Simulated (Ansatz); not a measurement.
# Y on Co(0001): change of the work function, part 2 of 4

How does Y on the fcc site change the work function of Co(0001) as the layer fills?

Ansatz 0.2.0; plane-wave DFT, PBE, Ansatz PAW.

So far, work function, upper face (eV): step 2 (the clean slab) 4.93.

### 3. Adsorbate added, k-mesh 4×4×1, coverage 0.111 ML

System of this step: Y/Co(0001). The cell holds 37 atoms: 36 Co and 1 Y. Cell: a = 7.530 Å, b = 7.530 Å, c = 26.941 Å, α = 90.0°, β = 90.0°, γ = 60.0°. Vacuum lies along c.

The clean slab as it ended is repeated in the plane and the adsorbate is set on one face; the cell's size fixes the coverage, and the k-mesh shrinks with it to keep the sampling density about even. Adsorbate and upper layers relax, since the dipole depends on the height.

The input, input.yaml:

```yaml
crystal:
  lattice:
    - [7.53, 0.0, 0.0]
    - [3.765, 6.5211712905, 0.0]
    - [0.0, 0.0, 26.9408345864]
  atoms:
    - { symbol: Co, position: [0.2222222222, 0.2222222222, 0.3340653747], spin: 1.82 }
    - { symbol: Co, position: [0.0, 0.0, 0.4096239099], spin: 1.76 }
    - { symbol: Co, position: [0.2222222222, 0.2222222222, 0.4855460971], spin: 1.74 }
    - { symbol: Co, position: [0.0, 0.0, 0.5577570731], spin: 1.79 }
    - { symbol: Co, position: [0.2222222222, 0.5555555556, 0.3340653747], spin: 1.82 }
    - { symbol: Co, position: [0.0, 0.3333333333, 0.4096239099], spin: 1.76 }
    - { symbol: Co, position: [0.2222222222, 0.5555555556, 0.4855460971], spin: 1.74 }
    - { symbol: Co, position: [0.0, 0.3333333333, 0.5577570731], spin: 1.79 }
    - { symbol: Co, position: [0.2222222222, 0.8888888889, 0.3340653747], spin: 1.82 }
    - { symbol: Co, position: [0.0, 0.6666666667, 0.4096239099], spin: 1.76 }
    - { symbol: Co, position: [0.2222222222, 0.8888888889, 0.4855460971], spin: 1.74 }
    - { symbol: Co, position: [0.0, 0.6666666667, 0.5577570731], spin: 1.79 }
    - { symbol: Co, position: [0.5555555556, 0.2222222222, 0.3340653747], spin: 1.82 }
    - { symbol: Co, position: [0.3333333333, 0.0, 0.4096239099], spin: 1.76 }
    - { symbol: Co, position: [0.5555555556, 0.2222222222, 0.4855460971], spin: 1.74 }
    - { symbol: Co, position: [0.3333333333, 0.0, 0.5577570731], spin: 1.79 }
    - { symbol: Co, position: [0.5555555556, 0.5555555556, 0.3340653747], spin: 1.82 }
    - { symbol: Co, position: [0.3333333333, 0.3333333333, 0.4096239099], spin: 1.76 }
    - { symbol: Co, position: [0.5555555556, 0.5555555556, 0.4855460971], spin: 1.74 }
    - { symbol: Co, position: [0.3333333333, 0.3333333333, 0.5577570731], spin: 1.79 }
    - { symbol: Co, position: [0.5555555556, 0.8888888889, 0.3340653747], spin: 1.82 }
    - { symbol: Co, position: [0.3333333333, 0.6666666667, 0.4096239099], spin: 1.76 }
    - { symbol: Co, position: [0.5555555556, 0.8888888889, 0.4855460971], spin: 1.74 }
    - { symbol: Co, position: [0.3333333333, 0.6666666667, 0.5577570731], spin: 1.79 }
    - { symbol: Co, position: [0.8888888889, 0.2222222222, 0.3340653747], spin: 1.82 }
    - { symbol: Co, position: [0.6666666667, 0.0, 0.4096239099], spin: 1.76 }
    - { symbol: Co, position: [0.8888888889, 0.2222222222, 0.4855460971], spin: 1.74 }
    - { symbol: Co, position: [0.6666666667, 0.0, 0.5577570731], spin: 1.79 }
    - { symbol: Co, position: [0.8888888889, 0.5555555556, 0.3340653747], spin: 1.82 }
    - { symbol: Co, position: [0.6666666667, 0.3333333333, 0.4096239099], spin: 1.76 }
    - { symbol: Co, position: [0.8888888889, 0.5555555556, 0.4855460971], spin: 1.74 }
    - { symbol: Co, position: [0.6666666667, 0.3333333333, 0.5577570731], spin: 1.79 }
    - { symbol: Co, position: [0.8888888889, 0.8888888889, 0.3340653747], spin: 1.82 }
    - { symbol: Co, position: [0.6666666667, 0.6666666667, 0.4096239099], spin: 1.76 }
    - { symbol: Co, position: [0.8888888889, 0.8888888889, 0.4855460971], spin: 1.74 }
    - { symbol: Co, position: [0.6666666667, 0.6666666667, 0.5577570731], spin: 1.79 }
    - { symbol: "Y", position: [0.1111111111, 0.1111111111, 0.6659346253] }
magnetization:
  spin_polarized: true
kpoints:
  mp_grid: { grid: [4, 4, 1] }
hamiltonian:
  xc: pbe
scf:
  occupations: { method: fermi_dirac, width: 0.1 }
  convergence: { dr2_threshold: 1.0e-08 }
efield:
  axis: 3
  dipole_correction: true
  ramp_position: 0.97
  ramp_width: 0.06
relax:
  f_tol: 0.02
  max_steps: 60
  constraints:
    - { sites: [0, 1, 4, 5, 8, 9, 12, 13, 16, 17, 20, 21, 24, 25, 28, 29, 32, 33] }
output:
  write_potential: true
  write_density: true
  volumetric_format: npy
```

Started as:

```bash
> ansatz run input.yaml --threads 4 --pin off --max-ram 16384MiB --backend cpu --events-out ev --progress --plain --runs-dir out
```

Numbers of over 12 decimals in the logs are rounded to 6 here.

Output:

```text
[...]
Crystal: 37 atoms, lattice volume = 1322.914 Å³
Basis set: ecut = 420 eV, 25867 PW (Γ), exchange–correlation on 108×108×384 points (8 copies of the dense FFT grid, shifted against one another)
Bands: 413, of which v1, the nominal top of the filled ones, is band 312 counted from 1 (311 counted from 0)
Symmetry: 6 space group operations
k-points: 4 of 16 (time reversal used)
[...]
Starting moments: Σ|m| = 63.99 μB on 36 of 37 sites
[...]
SCF iter   1: F=—  HF=-188364.900325 eV  |F-HF|=—  |Δ(HF+E_count)|=         —  Δρ=4.27e-2 (↑1.05e-2 ↓4.27e-2)  dr2=9.80e1  dr2_m=4.92e0  M=62.296 μB ∫|m|=64.636 μB  β_m=1.00  ethr=3.10e-3  p=0.000 e·Å  D=4.10e-6 V/Å  ΔV_dip=-0.00 eV  dr2_dipole=1.04e1  V_vac-E_F(+/−)=7.30/7.30 eV  ⟨swp⟩=8.9  Hψ=16283  notcnv=0  defer=295
[...]
SCF iter  21: F=-188376.288747 eV  HF=-188376.288747 eV  |F-HF|=2.79e-9  |Δ(HF+E_count)|=   5.65e-9  Δρ=3.91e-7 (↑1.62e-7 ↓3.91e-7)  dr2=3.28e-9  dr2_m=2.30e-10  M=61.101 μB ∫|m|=67.698 μB  ethr=1.00e-12  p=0.560 e·Å  D=7.66e-2 V/Å  ΔV_dip=-2.06 eV  dr2_dipole=6.80e-13  V_vac-E_F(+/−)=2.92/4.98 eV  ⟨swp⟩=6.0  Hψ=18797  notcnv=0
SCF 1 converged in 21 iterations: F = -188376.288747 eV  dr2 = 3.28e-9
[...]
relax step   1: F+E_penalty+E_count = -188376.28874720 eV  Δ(F+E_penalty+E_count) = +0.000e0 eV  max|allowed force component| = 2.848e0 eV/Å  Δτ_max = 0.0000 Å  (21 SCF iters, accepted)
[...]
SCF iter  16: F=-188376.911634 eV  HF=-188376.911634 eV  |F-HF|=1.63e-9  |Δ(HF+E_count)|=   6.37e-9  Δρ=3.93e-7 (↑1.99e-7 ↓3.93e-7)  dr2=3.31e-9  dr2_m=2.59e-10  M=60.948 μB ∫|m|=67.603 μB  ethr=1.00e-12  p=0.600 e·Å  D=8.21e-2 V/Å  ΔV_dip=-2.21 eV  dr2_dipole=1.14e-11  V_vac-E_F(+/−)=2.77/4.98 eV  ⟨swp⟩=5.5  Hψ=19174  notcnv=0
SCF 2 converged in 16 iterations: F = -188376.911634 eV  dr2 = 3.31e-9
[...]
relax step   2: F+E_penalty+E_count = -188376.91163373 eV  Δ(F+E_penalty+E_count) = -6.229e-1 eV  max|allowed force component| = 2.902e0 eV/Å  Δτ_max = 0.1971 Å  (16 SCF iters, accepted)
SCF iter   1: F=—  HF=-188377.529227 eV  |F-HF|=—  |Δ(HF+E_count)|=         —  Δρ=2.87e-3 (↑1.98e-3 ↓2.87e-3)  dr2=4.58e-1  dr2_m=5.07e-2  M=60.741 μB ∫|m|=67.495 μB  β_m=1.00  ethr=5.35e-4  p=0.600 e·Å  D=8.21e-2 V/Å  ΔV_dip=-2.21 eV  dr2_dipole=8.49e-2  V_vac-E_F(+/−)=2.79/5.00 eV  ⟨swp⟩=5.5  Hψ=7291  notcnv=0  defer=346
[...]
SCF iter  15: F=-188377.494704 eV  HF=-188377.494704 eV  |F-HF|=9.60e-10  |Δ(HF+E_count)|=   8.47e-9  Δρ=5.24e-7 (↑2.81e-7 ↓5.24e-7)  dr2=8.46e-9  dr2_m=4.22e-10  M=60.669 μB ∫|m|=67.396 μB  ethr=1.60e-12  p=0.650 e·Å  D=8.89e-2 V/Å  ΔV_dip=-2.39 eV  dr2_dipole=2.18e-10  V_vac-E_F(+/−)=2.58/4.98 eV  ⟨swp⟩=6.1  Hψ=18955  notcnv=0
SCF 3 converged in 15 iterations: F = -188377.494704 eV  dr2 = 8.46e-9
[...]
relax step   3: F+E_penalty+E_count = -188377.49470393 eV  Δ(F+E_penalty+E_count) = -5.831e-1 eV  max|allowed force component| = 2.562e0 eV/Å  Δτ_max = 0.1974 Å  (15 SCF iters, accepted)
[...]
relax step   4: F+E_penalty+E_count = -188377.94246974 eV  Δ(F+E_penalty+E_count) = -4.478e-1 eV  max|allowed force component| = 1.538e0 eV/Å  Δτ_max = 0.1962 Å  (14 SCF iters, accepted)
[...]
relax step   5: F+E_penalty+E_count = -188378.11593896 eV  Δ(F+E_penalty+E_count) = -1.735e-1 eV  max|allowed force component| = 3.359e-1 eV/Å  Δτ_max = 0.1949 Å  (13 SCF iters, accepted)
[...]
relax step   6: F+E_penalty+E_count = -188378.14591434 eV  Δ(F+E_penalty+E_count) = -2.998e-2 eV  max|allowed force component| = 2.130e-1 eV/Å  Δτ_max = 0.1195 Å  (15 SCF iters, accepted)
[...]
relax step   7: F+E_penalty+E_count = -188378.16618589 eV  Δ(F+E_penalty+E_count) = -2.027e-2 eV  max|allowed force component| = 3.129e-2 eV/Å  Δτ_max = 0.0298 Å  (15 SCF iters, accepted)
SCF iter   1: F=—  HF=-188378.165852 eV  |F-HF|=—  |Δ(HF+E_count)|=         —  Δρ=1.44e-4 (↑1.16e-4 ↓1.44e-4)  dr2=6.29e-4  dr2_m=1.57e-4  M=59.889 μB ∫|m|=66.675 μB  β_m=1.00  ethr=8.49e-7  p=0.648 e·Å  D=8.87e-2 V/Å  ΔV_dip=-2.39 eV  dr2_dipole=3.23e-5  V_vac-E_F(+/−)=2.58/4.97 eV  ⟨swp⟩=2.5  Hψ=5332  notcnv=0  defer=383
[...]
SCF iter  10: F=-188378.166459 eV  HF=-188378.166459 eV  |F-HF|=9.90e-10  |Δ(HF+E_count)|=   8.00e-9  Δρ=3.66e-7 (↑1.94e-7 ↓3.66e-7)  dr2=3.86e-9  dr2_m=1.82e-10  M=59.890 μB ∫|m|=66.674 μB  ethr=1.00e-12  p=0.649 e·Å  D=8.88e-2 V/Å  ΔV_dip=-2.39 eV  dr2_dipole=8.08e-11  V_vac-E_F(+/−)=2.58/4.97 eV  ⟨swp⟩=6.2  Hψ=18576  notcnv=0
SCF 8 converged in 10 iterations: F = -188378.166459 eV  dr2 = 3.86e-9
relax step   8: F+E_penalty+E_count = -188378.16645897 eV  Δ(F+E_penalty+E_count) = -2.731e-4 eV  max|allowed force component| = 1.934e-3 eV/Å  Δτ_max = 0.0032 Å  (10 SCF iters, accepted)
NSCF: frozen V_eff on 4 k-points
[...]
SCF converged after 10 iterations
Magnetization: 59.8899 μB (341.4450 up, 281.5550 down)
Absolute magnetization: 66.6916 μB (∫|ρ↑−ρ↓|, with the PAW one-centre terms)
[...]
Per-site moments (μB) at R_I (Å): [(1.822667, 1.030734), (1.748108, 1.029567), (1.717883, 1.003996), (1.436042, 0.989198), (1.823903, 1.030734), (1.748108, 1.029567), (1.735346, 1.002844), (1.436042, 0.989198), (1.822667, 1.030734), (1.755442, 1.026577), (1.717883, 1.003996), (1.799282, 1.002844), (1.823903, 1.030734), (1.748108, 1.029567), (1.735346, 1.002844), (1.436042, 0.989198), (1.823903, 1.030734), (1.757282,  [...]
Free energy (F): -188378.166459 eV
[...]
Internal energy: -188376.858166 eV  (E = F + TS)
E sigma→0 (E₀):  -188377.512312 eV
Entropy (-TS):   -1.308293 eV (-35.359 meV/atom)
Fermi energy:    3.286640 eV
Dipole field:    D = 0.088765 V/Å  (p = 0.648950 e·Å, saw-weighted, corrected)
Work function:   Φ+ = 2.5791 eV   Φ− = 4.9704 eV
[...]
--- Forces (eV/Å), atoms counted from 1 ---
  atom   1  Co     0.00064540     0.00037262     0.49530939
  atom   2  Co    -0.00267023    -0.00154166    -0.52648054
  atom   3  Co     0.00167498     0.00096705     0.00054249
  atom   4  Co     0.00085688     0.00049472    -0.00012441
  atom   5  Co     0.00199660    -0.00115274     0.48547729
  atom   6  Co    -0.00000000     0.00308331    -0.52648054
  atom   7  Co     0.00069161    -0.00039930     0.00032629
  atom   8  Co     0.00000000    -0.00098943    -0.00012441
  atom   9  Co     0.00000000    -0.00074524     0.49530939
  atom  10  Co     0.04653681    -0.02686804    -0.49519309
  atom  11  Co     0.00000000    -0.00193410     0.00054249
  atom  12  Co     0.00120281    -0.00069444    -0.00137308
  atom  13  Co     0.00000000     0.00230548     0.48547729
  atom  14  Co     0.00267023    -0.00154166    -0.52648054
  atom  15  Co    -0.00000000     0.00079860     0.00032629
  atom  16  Co    -0.00085688     0.00049472    -0.00012441
  atom  17  Co    -0.00199660    -0.00115274     0.48547729
  atom  18  Co     0.03495887     0.02018351    -0.45387816
  atom  19  Co    -0.00069161    -0.00039930     0.00032629
  atom  20  Co    -0.00014294    -0.00008252     0.00030237
  atom  21  Co     0.00323330    -0.00186675     0.49379871
  atom  22  Co    -0.00000000    -0.04036702    -0.45387816
  atom  23  Co     0.00009957    -0.00005748     0.00140846
  atom  24  Co     0.00000000     0.00016505     0.00030237
  atom  25  Co    -0.00064540     0.00037262     0.49530939
  atom  26  Co    -0.00000000     0.05373608    -0.49519309
  atom  27  Co    -0.00167498     0.00096705     0.00054249
  atom  28  Co    -0.00000000     0.00138888    -0.00137308
  atom  29  Co     0.00000000     0.00373349     0.49379871
  atom  30  Co    -0.03495887     0.02018351    -0.45387816
  atom  31  Co     0.00000000     0.00011497     0.00140846
  atom  32  Co     0.00014294    -0.00008252     0.00030237
  atom  33  Co    -0.00323330    -0.00186675     0.49379871
  atom  34  Co    -0.04653681    -0.02686804    -0.49519309
  atom  35  Co    -0.00009957    -0.00005748     0.00140846
  atom  36  Co    -0.00120281    -0.00069444    -0.00137308
  atom  37  Y      0.00000000    -0.00000000    -0.00031269
  max |Σ_I F_I| component: 3.45e-5 eV/Å
--- Band table (eV; the first three rows and the last of 8) ---
  k-point 0 ↑: bands = [... 308 lower, 2.1116, 2.1126, 2.1220, 2.1343, 2.1428, 2.1532, 2.1532, 2.1651, ... 97 higher]
  k-point 1 ↑: bands = [... 308 lower, 2.1412, 2.1431, 2.1555, 2.1649, 2.2036, 2.2056, 2.2273, 2.2389, ... 97 higher]
  k-point 2 ↑: bands = [... 308 lower, 2.1916, 2.1965, 2.1995, 2.2084, 2.2309, 2.2334, 2.2420, 2.2491, ... 97 higher]
  k-point 3 ↓: bands = [... 308 lower, 4.0883, 4.1318, 4.1425, 4.1574, 4.1650, 4.1811, 4.1929, 4.2165, ... 97 higher]
--- Relaxed structure (8 steps of the walk, 8 accepted, 0 SCFs on fresh bases) ---
  F+E_penalty+E_count = -188378.16645897 eV   max|allowed force component| = 1.934e-3 eV/Å
  atoms:
    - { symbol: Co, position: [0.222222, 0.222222, 0.3340653747] }
    - { symbol: Co, position: [1.1111101403313757e-11, 1.1111101403313758e-11, 0.409624] }
    - { symbol: Co, position: [0.222687, 0.222687, 0.485008] }
    - { symbol: Co, position: [-0.00364062, -0.00364062, 0.556833] }
    - { symbol: Co, position: [0.222222, 0.555556, 0.3340653747] }
    - { symbol: Co, position: [1.1111084274872951e-11, 0.333333, 0.409624] }
    - { symbol: Co, position: [0.222631, 0.555351, 0.486134] }
    - { symbol: Co, position: [-0.00364062, 0.340615, 0.556833] }
    - { symbol: Co, position: [0.222222, 0.888889, 0.3340653747] }
    - { symbol: Co, position: [-2.2222279572048365e-11, 0.666667, 0.409624] }
    - { symbol: Co, position: [0.222687, 0.887958, 0.485008] }
    - { symbol: Co, position: [0.000174069, 0.666580, 0.558548] }
    - { symbol: Co, position: [0.555556, 0.222222, 0.3340653747] }
    - { symbol: Co, position: [0.333333, 1.1111101403313758e-11, 0.409624] }
    - { symbol: Co, position: [0.555351, 0.222631, 0.486134] }
    - { symbol: Co, position: [0.340615, -0.00364062, 0.556833] }
    - { symbol: Co, position: [0.555556, 0.555556, 0.3340653747] }
    - { symbol: Co, position: [0.333333, 0.333333, 0.409624] }
    - { symbol: Co, position: [0.555351, 0.555351, 0.486134] }
    - { symbol: Co, position: [0.332356, 0.332356, 0.559191] }
    - { symbol: Co, position: [0.555556, 0.888889, 0.3340653747] }
    - { symbol: Co, position: [0.333333, 0.666667, 0.409624] }
    - { symbol: Co, position: [0.556830, 0.888252, 0.484833] }
    - { symbol: Co, position: [0.332356, 0.668621, 0.559191] }
    - { symbol: Co, position: [0.888889, 0.222222, 0.3340653747] }
    - { symbol: Co, position: [0.666667, -2.2222234688031943e-11, 0.409624] }
    - { symbol: Co, position: [0.887958, 0.222687, 0.485008] }
    - { symbol: Co, position: [0.666580, 0.000174069, 0.558548] }
    - { symbol: Co, position: [0.888889, 0.555556, 0.3340653747] }
    - { symbol: Co, position: [0.666667, 0.333333, 0.409624] }
    - { symbol: Co, position: [0.888252, 0.556830, 0.484833] }
    - { symbol: Co, position: [0.668621, 0.332356, 0.559191] }
    - { symbol: Co, position: [0.888889, 0.888889, 0.3340653747] }
    - { symbol: Co, position: [0.666667, 0.666667, 0.409624] }
    - { symbol: Co, position: [0.888252, 0.888252, 0.484833] }
    - { symbol: Co, position: [0.666580, 0.666580, 0.558548] }
    - { symbol: Y, position: [0.111111, 0.111111, 0.633546] }
```

The job ended after 11 min (4 threads of AMD EPYC 9R45, shared host; peak memory 11 GiB).

Step by step:

| step | energy less that of the first step (eV) | largest force component (eV/Å) |
| --- | --- | --- |
| 1 | 0.0000 | 2.8477 |
| 2 | -0.6229 | 2.9017 |
| 3 | -1.2060 | 2.5619 |
| 4 | -1.6537 | 1.5384 |
| 5 | -1.8272 | 0.3359 |
| 6 | -1.8572 | 0.2130 |
| 7 | -1.8774 | 0.0313 |
| 8 | -1.8777 | 0.0019 |

The run keeps the 6 symmetry operations that it works with, so distortions that break them were not tested.

The atoms that moved most (Å):

| atom | dx | dy | dz | length |
| --- | --- | --- | --- | --- |
| Y37 | 0.000 | 0.000 | -0.873 | 0.873 |
| Co4 | -0.041 | -0.024 | -0.025 | 0.054 |
| Co16 | 0.041 | -0.024 | -0.025 | 0.054 |
| Co8 | 0.000 | 0.047 | -0.025 | 0.054 |
| Co32 | 0.011 | -0.006 | 0.039 | 0.041 |
| Co20 | -0.011 | -0.006 | 0.039 | 0.041 |
| Co24 | 0.000 | 0.013 | 0.039 | 0.041 |
| Co28 | 0.000 | 0.001 | 0.021 | 0.021 |

The relaxed structure:

```xyz
37
Lattice="7.5300 0.0000 0.0000 3.7650 6.5212 0.0000 0.0000 0.0000 26.9408" Properties=species:S:1:pos:R:3
Co    2.5100    1.4491    9.0000
Co    0.0000    0.0000   11.0356
Co    2.5153    1.4522   13.0665
Co   -0.0411   -0.0237   15.0015
Co    3.7650    3.6229    9.0000
Co    1.2550    2.1737   11.0356
Co    3.7673    3.6215   13.0969
Co    1.2550    2.2212   15.0015
Co    5.0200    5.7966    9.0000
Co    2.5100    4.3474   11.0356
Co    5.0200    5.7905   13.0665
Co    2.5110    4.3469   15.0477
Co    5.0200    1.4491    9.0000
Co    2.5100    0.0000   11.0356
Co    5.0200    1.4518   13.0969
Co    2.5511   -0.0237   15.0015
Co    6.2750    3.6229    9.0000
Co    3.7650    2.1737   11.0356
Co    6.2727    3.6215   13.0969
Co    3.7540    2.1674   15.0651
Co    7.5300    5.7966    9.0000
Co    5.0200    4.3474   11.0356
Co    7.5372    5.7924   13.0618
Co    5.0200    4.3602   15.0651
Co    7.5300    1.4491    9.0000
Co    5.0200    0.0000   11.0356
Co    7.5247    1.4522   13.0665
Co    5.0200    0.0011   15.0477
Co    8.7850    3.6229    9.0000
Co    6.2750    2.1737   11.0356
Co    8.7850    3.6312   13.0618
Co    6.2860    2.1674   15.0651
Co   10.0400    5.7966    9.0000
Co    7.5300    4.3474   11.0356
Co   10.0328    5.7924   13.0618
Co    7.5290    4.3469   15.0477
Y     1.2550    0.7246   17.0682
```

This step gave:

```
energy at zero smearing        : -188377.5123 eV
total moment                   : 59.89 μB
work function, upper face      : 2.579 eV
work function, lower face      : 4.970 eV
dipole along the normal        : 0.6489 e·Å
step between the vacuum levels : -2.391 eV
```

Running mean over 2.03561 Å of the planar mean; the ramp of the sawtooth is left out. The electron's electrostatic potential energy less the Fermi level by z:

z (Å), electron's electrostatic potential energy less the Fermi level (eV) and a bar from the least value:
```
      3.5        5.0 ##############################
      4.0        5.0 ##############################
      4.5        5.0 ##############################
      5.0        5.0 ##############################
      5.5        5.0 ##############################
      6.0        4.9 ##############################
      6.5        4.7 ##############################
      7.0        4.2 #############################
      7.5        1.9 ########################
      8.0       -3.5 ##############
      8.5       -8.6 #####
      9.0      -10.3 ##
      9.5      -10.5 ##
     10.0      -10.5 ##
     10.5      -10.5 #
     11.0      -10.6 #
     11.5      -10.5 #
     12.0      -10.5 ##
     12.5      -10.5 #
     13.0      -10.6 #
     13.5      -11.0 #
     14.0      -11.3 
     14.5      -11.0 #
     15.0      -10.5 ##
     15.5       -9.3 ####
     16.0       -5.4 ###########
     16.5       -1.1 ###################
     17.0        0.6 ######################
     17.5        0.8 ######################
     18.0        1.3 #######################
     18.5        1.9 ########################
     19.0        2.3 #########################
     19.5        2.5 #########################
     20.0        2.5 ##########################
     20.5        2.6 ##########################
     21.0        2.6 ##########################
     21.5        2.6 ##########################
     22.0        2.6 ##########################
     22.5        2.6 ##########################
     23.0        2.6 ##########################
     23.5        2.6 ##########################
```

Site moment by element, in μB:

| element | atoms | mean | spread (r.m.s.) | least | largest |
| --- | --- | --- | --- | --- | --- |
| Co | 36 | 1.75 | 0.10 | 1.44 | 1.82 |
| Y | 1 | -0.17 | 0.00 | -0.17 | -0.17 |

The atoms farthest from the mean of their element:

| atom | x, y, z (Å) | site moment (μB) |
| --- | --- | --- |
| Co16 | 2.55, -0.02, 15.00 | 1.44 |
| Co4 | -0.04, -0.02, 15.00 | 1.44 |
| Co8 | 1.26, 2.22, 15.00 | 1.44 |
| Co13 | 5.02, 1.45, 9.00 | 1.82 |
| Co5 | 3.76, 3.62, 9.00 | 1.82 |
| Co17 | 6.28, 3.62, 9.00 | 1.82 |
| Co29 | 8.79, 3.62, 9.00 | 1.82 |
| Co33 | 10.04, 5.80, 9.00 | 1.82 |

The relaxation took 8 steps and lowered the energy by 1.9 eV; the largest force on the free atoms ends at 0.0019 eV/Å.

The covered face has 2.58 eV, -2.35 eV against the clean one; the bare back face has moved by -0.02 eV, a measure of how thin the slab is.

(Part 2 of 4 ends here.)

[Logs are printed without paths, hosts, clocks, repeated set-up lines and the standing remarks that a program may print on its own settings, such as how far it seeks lower states.]

[Hosts, paths, dates, database ids (printed as entryN), source tags and the programs' standing remarks are cut or masked in the printed files.]

[Maps of the electrostatic potential energy from Ansatz leave out the sawtooth potential of an applied field or a dipole correction, so their vacuum need not be flat; planar profiles and work functions include it.]
